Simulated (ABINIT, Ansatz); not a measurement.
# Cs2NaAlH6 (Fm-3m): one start, several treatments of the self-energy, part 2 of 2

Aim: compare treatments of exchange, screening and correlation for the gap of Cs2NaAlH6 (Fm-3m).

ABINIT 10.8.3; LDA and many-body steps on it, plane waves. Known limits of the many-body steps: not at the basis limit; no spin-orbit coupling; coarse k mesh.

So far. Step 5 (G0W0, Engel-Farid plasmon pole): Against G0W0 in ABINIT (2×2×2 mesh, 124 bands, screening to 114.3 eV, Godby-Needs plasmon pole), the gap moves by +0.014 eV. Step 6 (G0W0, Hybertsen-Louie plasmon pole): Against G0W0 in ABINIT (2×2×2 mesh, 124 bands, screening to 114.3 eV, Godby-Needs plasmon pole), the gap moves by −0.159 eV.

### 7. One-shot COHSEX

This step: one-shot COHSEX on LDA, plane waves, norm-conserving pseudopotentials.

The input, run.abi:

```
acell 3*1.0 Angstrom
rprim 
  -0.000000000000 4.312959000000 4.312959000000
  4.312959000000 -0.000000000000 4.312959000000
  4.312959000000 4.312959000000 -0.000000000000
ntypat 4
znucl 55 11 13 1
natom 10
typat 1 1 2 3 4 4 4 4 4 4
xred 
  0.250000000000 0.250000000000 0.250000000000
  0.750000000000 0.750000000000 0.750000000000
  0.500000000000 0.500000000000 0.500000000000
  -0.000000000000 -0.000000000000 0.000000000000
  0.208755000000 0.791245000000 0.791245000000
  0.208755000000 0.791245000000 0.208755000000
  0.791245000000 0.208755000000 0.791245000000
  0.791245000000 0.791245000000 0.208755000000
  0.208755000000 0.208755000000 0.791245000000
  0.791245000000 0.208755000000 0.208755000000
pp_dirpath "pseudos"
pseudos "Cs.upf, Na.upf, Al.upf, H.upf"
ecut 38
ngkpt 2 2 2
nshiftk 1
shiftk 0 0 0
kptopt 1
chksymbreak 0
istwfk *1
occopt 1
irdwfk 1
optdriver 4
nband 124
gwcalctyp 7
ecutsigx 38
symsigma 1
nkptgw 2
kptgw 
  0.5000000000 0.5000000000 0.0000000000
  0.0000000000 0.0000000000 0.0000000000
bdgw 
  17 20
  17 22
ecuteps 4.2
irdscr 1
indata_prefix "in"
outdata_prefix "out"
tmpdata_prefix "tmp"
```

Run with:

```bash
$ OMP_NUM_THREADS=1 mpirun -n 4 abinit run.abi > log
```

Numbers of over 12 decimals in the logs are rounded to 6 here.

The log of the run:

```text
.Version 10.8.3 of ABINIT. v10.8.2 released Aug 2026.

 Symmetries : space group Fm -3 m (#225); Bravais cF (face-center cubic)
[... echo of the input left out ...]
== DATASET  1 ==================================================================
-   mpi_nproc: 4, omp_nthreads: 1 (-1 if OMP is not activated)

--- !DatasetInfo
iteration_state: {dtset: 1, }
dimensions: {natom: 10, nkpt: 3, mband: 124, nsppol: 1, nspinor: 1, nspden: 1, mpw: 12150, }
cutoff_energies: {ecut:  38.0, pawecutdg:  -1.0, }
[...]
Band     E0 <VxcDFT>   SigX SigC(E0)      Z dSigC/dE  Sig(E)    E-E0       E
[...]
21   7.544  -8.602  -3.839  -4.521   1.000   0.000  -8.361   0.241   7.785
       22   7.544  -8.602  -3.839  -4.521   1.000   0.000  -8.361   0.241   7.785

== END DATASET(S) ==============================================================
================================================================================

 -outvars: echo values of variables after computation  --------
           etotal      0.0000000000E+00
            nband         124
             nkpt           3
          spgroup         225
 [... the other variables as echoed above ...]

 Calculation completed.
```

It took 8.9 s on 4 MPI ranks of Arm Neoverse N1, shared host; peak memory 1 GiB.

This step gave:

* quasiparticle gap on the points computed: 4.606 eV
* starting gap on the mesh: 1.756 eV
* k of the valence top: 0.5, 0.5, 0
* k of the conduction bottom: 0, 0, 0
* least direct quasiparticle gap on the computed points: 4.945 eV

Against G0W0 in ABINIT (2×2×2 mesh, 124 bands, screening to 114.3 eV, Godby-Needs plasmon pole), the gap moves by +1.052 eV.

### 8. One-shot Hartree-Fock

This step: one-shot Hartree-Fock on LDA, plane waves, norm-conserving pseudopotentials.

run.abi, as its differences from that of step 7:

```diff
@@ -32,4 +32,4 @@
 optdriver 4
-nband 124
-gwcalctyp 7
+nband 22
+gwcalctyp 5
 ecutsigx 38
@@ -43,4 +43,4 @@
   17 22
-ecuteps 4.2
-irdscr 1
+ixc_sigma 40
+fftgw 31
 indata_prefix "in"
```

The log of the run:

```text
.Version 10.8.3 of ABINIT. v10.8.2 released Aug 2026.

 Symmetries : space group Fm -3 m (#225); Bravais cF (face-center cubic)
[... echo of the input left out ...]
== DATASET  1 ==================================================================
-   mpi_nproc: 4, omp_nthreads: 1 (-1 if OMP is not activated)

--- !DatasetInfo
iteration_state: {dtset: 1, }
dimensions: {natom: 10, nkpt: 3, mband: 22, nsppol: 1, nspinor: 1, nspden: 1, mpw: 12150, }
cutoff_energies: {ecut:  38.0, pawecutdg:  -1.0, }
[...]
Band     E0 <VxcDFT>   SigX SigC(E0)      Z dSigC/dE  Sig(E)    E-E0       E
[...]
21   7.544  -8.602  -3.839   0.000   1.000   0.000  -3.839   4.763  12.306
       22   7.544  -8.602  -3.839   0.000   1.000   0.000  -3.839   4.763  12.306

== END DATASET(S) ==============================================================
================================================================================

 -outvars: echo values of variables after computation  --------
           etotal      0.0000000000E+00
            nband          22
             nkpt           3
          spgroup         225
 [... the other variables as echoed above ...]

 Calculation completed.
```

Elapsed: 8.4 s, on 4 MPI ranks; peak memory 0.97 GiB.

Numbers from this step:

- quasiparticle gap on the points computed: 8.902 eV
- starting gap on the mesh: 1.756 eV
- k of the valence top: 0.5, 0.5, 0
- k of the conduction bottom: 0, 0, 0
- least direct quasiparticle gap on the computed points: 9.214 eV

Against G0W0 in ABINIT (2×2×2 mesh, 124 bands, screening to 114.3 eV, Godby-Needs plasmon pole), the gap moves by +5.348 eV.

### 9. Screening, 2×2×2 mesh, 124 bands, screening to 114.3 eV

This step: RPA screening on LDA, plane waves, norm-conserving pseudopotentials.

run.abi, as its differences from that of step 8:

```diff
@@ -31,16 +31,14 @@
 irdwfk 1
-optdriver 4
-nband 22
-gwcalctyp 5
-ecutsigx 38
-symsigma 1
-nkptgw 2
-kptgw 
-  0.5000000000 0.5000000000 0.0000000000
-  0.0000000000 0.0000000000 0.0000000000
-bdgw 
-  17 20
-  17 22
-ixc_sigma 40
-fftgw 31
+optdriver 3
+nband 124
+ecuteps 4.2
+inclvkb 2
+awtr 1
+symchi 1
+gwcalctyp 2
+nfreqre 16
+freqremax 40 eV
+nfreqim 8
+spmeth 1
+nomegasf 120
 indata_prefix "in"
```

The log of the run:

```text
.Version 10.8.3 of ABINIT. v10.8.2 released Aug 2026.

 Symmetries : space group Fm -3 m (#225); Bravais cF (face-center cubic)
[... echo of the input left out ...]
== DATASET  1 ==================================================================
-   mpi_nproc: 4, omp_nthreads: 1 (-1 if OMP is not activated)

--- !DatasetInfo
iteration_state: {dtset: 1, }
dimensions: {natom: 10, nkpt: 3, mband: 124, nsppol: 1, nspinor: 1, nspden: 1, mpw: 12150, }
cutoff_energies: {ecut:  38.0, pawecutdg:  -1.0, }
electrons: {nelect:   3.60000000E+01, charge:   0.00000000E+00, occopt:   1.00000000E+00, tsmear:   1.00000000E-02, }

 SCREENING: Calculation of the susceptibility and dielectric matrices

 Based on a program developped by R.W. Godby, V. Olevano, G. Onida, and L. Reining.
 Incorporated in ABINIT by V. Olevano, G.-M. Rignanese, and M. Torrent.
.Using double precision arithmetic ; gwpc =  8

[... cell and pseudopotentials left out ...]
--------------------------------------------------------------------------------

 ==== K-mesh for the wavefunctions ====
 Number of points in the irreducible wedge :     3
[... list of points left out ...]
 Together with 48 symmetry operations and time-reversal symmetry
 yields     8 points in the full Brillouin Zone.

 ==== Q-mesh for the screening function ====
 Number of points in the irreducible wedge :     3
[... list of points left out ...]
 Together with 48 symmetry operations and time-reversal symmetry
 yields     8 points in the full Brillouin Zone.

 setmesh: FFT mesh size selected  =    45x   45x   45
          total number of points  =        91125

 vcoul_init : cutoff-mode = AUXILIARY_FUNCTION
 q-points for optical limit:   1
     1)      0.000010    0.000020    0.000030

- screening: taking advantage of time-reversal symmetry
- Maximum band index for partially occupied states nbvw = 18
- Remaining bands to be divided among processors   nbcw = 106
- Number of bands treated by each node ~26

 Number of electrons calculated from density =   36.0000; Expected =   36.0000
 average of density, n =  0.033247
 r_s =    1.9292
 omega_plasma =   17.5886 [eV]

 calculating chi0 at frequencies [eV] :
  1    0.000000E+00    0.000000E+00
  2    2.666667E+00    0.000000E+00
  3    5.333333E+00    0.000000E+00
[...]
23    0.000000E+00    4.479503E+01
 24    0.000000E+00    6.307189E+01

--------------------------------------------------------------------------------
  q-point number  1        q = ( 0.000000, 0.000000, 0.000000) [r.l.u.]
--------------------------------------------------------------------------------
[... chi0 elements left out ...]
  [... further frequencies ...]

 No. of calculated frequencies >  15, stop printing
 For q-point:  0.000010 0.000020 0.000030
  dielectric constant =   4.4023
  dielectric constant without local fields =   5.0638

  Average fulfillment of the sum rule on Im[epsilon] for q-point    1 :     62.97  [%]
[... wings left out ...]
  q-point number  2        q = ( 0.500000, 0.000000, 0.000000) [r.l.u.]
--------------------------------------------------------------------------------
[... chi0 elements left out ...]
  [... further frequencies ...]

 No. of calculated frequencies >  15, stop printing
  Average fulfillment of the sum rule on Im[epsilon] for q-point    2 :     69.68  [%]

 [... 1 further q-points ...]
```

Run time: 77 s. Hardware: 4 MPI ranks; peak memory 3.6 GiB.

This step gave:

| Quantity | Value |
| --- | --- |
| ε∞ with local fields, on this mesh, along the program's q direction | 4.402 |
| the same without local fields | 5.064 |
| plasma frequency | 17.59 eV |
| plane waves in the screening matrix | 459 |

### 10. G0W0, contour deformation

This step: G0W0 on LDA, plane waves, norm-conserving pseudopotentials.

run.abi, as its differences from that of step 9:

```diff
@@ -31,14 +31,16 @@
 irdwfk 1
-optdriver 3
+optdriver 4
 nband 124
+gwcalctyp 2
+ecutsigx 38
+symsigma 1
+nkptgw 2
+kptgw 
+  0.5000000000 0.5000000000 0.0000000000
+  0.0000000000 0.0000000000 0.0000000000
+bdgw 
+  17 20
+  17 22
 ecuteps 4.2
-inclvkb 2
-awtr 1
-symchi 1
-gwcalctyp 2
-nfreqre 16
-freqremax 40 eV
-nfreqim 8
-spmeth 1
-nomegasf 120
+irdscr 1
 indata_prefix "in"
```

The log of the run:

```text
.Version 10.8.3 of ABINIT. v10.8.2 released Aug 2026.

 Symmetries : space group Fm -3 m (#225); Bravais cF (face-center cubic)
[... echo of the input left out ...]
== DATASET  1 ==================================================================
-   mpi_nproc: 4, omp_nthreads: 1 (-1 if OMP is not activated)

--- !DatasetInfo
iteration_state: {dtset: 1, }
dimensions: {natom: 10, nkpt: 3, mband: 124, nsppol: 1, nspinor: 1, nspden: 1, mpw: 12150, }
cutoff_energies: {ecut:  38.0, pawecutdg:  -1.0, }
[...]
Band     E0 <VxcDFT>   SigX SigC(E0)      Z dSigC/dE  Sig(E)    E-E0       E
[...]
22   7.544  -8.602  -3.839  -3.288   0.786  -0.272  -7.443   1.159   8.703
       22   0.000   0.000   0.000  -0.006   0.000   0.000  -0.005  -0.005  -0.005

== END DATASET(S) ==============================================================
================================================================================

 -outvars: echo values of variables after computation  --------
           etotal      0.0000000000E+00
            nband         124
             nkpt           3
          spgroup         225
 [... the other variables as echoed above ...]

 Calculation completed.
```

Run time: 21 s. Hardware: 4 MPI ranks; peak memory 2 GiB.

Numbers from this step:

- G0W0 gap on the points computed: 3.513 eV
- starting gap on the mesh: 1.756 eV
- k of the valence top: 0.5, 0.5, 0
- k of the conduction bottom: 0, 0, 0
- least direct G0W0 gap on the computed points: 3.936 eV

Against G0W0 in ABINIT (2×2×2 mesh, 124 bands, screening to 114.3 eV, Godby-Needs plasmon pole), the gap moves by −0.041 eV.

### 11. Side by side

Times are wall times on 4 MPI ranks of Arm Neoverse N1, shared host, good to a factor of about two. A run's time includes the screening step that it read.

```csv
run,mesh,bands,screening cutoff (eV),DFT gap (eV),gap on the mesh (eV),direct (eV),ε∞ used,time
"G0W0, Godby-Needs plasmon pole",2×2×2,124,114.3,1.756,3.554,3.979,4.38,85 s
"G0W0, Engel-Farid plasmon pole",2×2×2,124,114.3,1.756,3.568,4.000,4.38,74 s
"G0W0, Hybertsen-Louie plasmon pole",2×2×2,124,114.3,1.756,3.395,3.837,4.38,85 s
one-shot COHSEX,2×2×2,124,114.3,1.756,4.606,4.945,4.38,66 s
one-shot Hartree-Fock,2×2×2,-,-,1.756,8.902,9.214,-,8.4 s
"G0W0, contour deformation",2×2×2,124,114.3,1.756,3.513,3.936,4.40,98 s
```

### 12. What came out

```json
{"G0W0, Godby-Needs plasmon pole": "3.554 eV", "G0W0, Engel-Farid plasmon pole": "3.568 eV", "G0W0, Hybertsen-Louie plasmon pole": "3.395 eV", "one-shot COHSEX": "4.606 eV", "one-shot Hartree-Fock": "8.902 eV", "G0W0, contour deformation": "3.513 eV", "known limits": "not at the basis limit; no spin-orbit coupling; coarse k mesh"}
```

**Reading.** G0W0, Engel-Farid plasmon pole: +0.014 eV against G0W0, Godby-Needs plasmon pole. G0W0, Hybertsen-Louie plasmon pole: −0.159 eV against G0W0, Godby-Needs plasmon pole. One-shot COHSEX: +1.052 eV against G0W0, Godby-Needs plasmon pole. One-shot Hartree-Fock: +5.348 eV against G0W0, Godby-Needs plasmon pole. G0W0, contour deformation: −0.041 eV against G0W0, Godby-Needs plasmon pole. Bare exchange alone opens the gap to 8.90 eV; against G0W0, correlation takes back 5.35 eV. Static COHSEX lies above G0W0: it lacks the factor Z and overstates the Coulomb hole of the filled states. Bands and cutoff are finite, so the gap is not at the basis limit. The miss can reach some tenths of an eV and take either sign; the mesh is an error of its own. In the G0W0 runs levels were corrected at 2 k points alone, so a gap called «on the mesh» is the least over those, and an edge elsewhere would be missed. The 2×2×2 mesh is coarse for this cell, which bears on the long-range parts of exchange and screening. The many-body steps are scalar-relativistic: spin-orbit coupling is not in them.

[Paths, hosts, dates, memory and timing lines, banners, echoed tables and standing remarks are left out of the program output.]

[Logs are printed without paths, hosts, clocks, repeated set-up lines and the standing remarks that a program may print on its own settings, such as how far it seeks lower states.]

[Runs of the session that timed out or met a known fault of the program may be left out.]

[Hosts, paths, dates, database ids (printed as entryN), source tags and the programs' standing remarks are cut or masked in the printed files.]

[G0W0 gaps are taken among the corrected bands and points alone; a level outside them can change the order at an edge.]

[Where Ansatz stands beside ABINIT at settings called matched, ABINIT's density can come from a denser mesh and the files from another edition; pairs whose starting gaps differed by over 0.03 eV were left out, so agreement reads better than it is.]
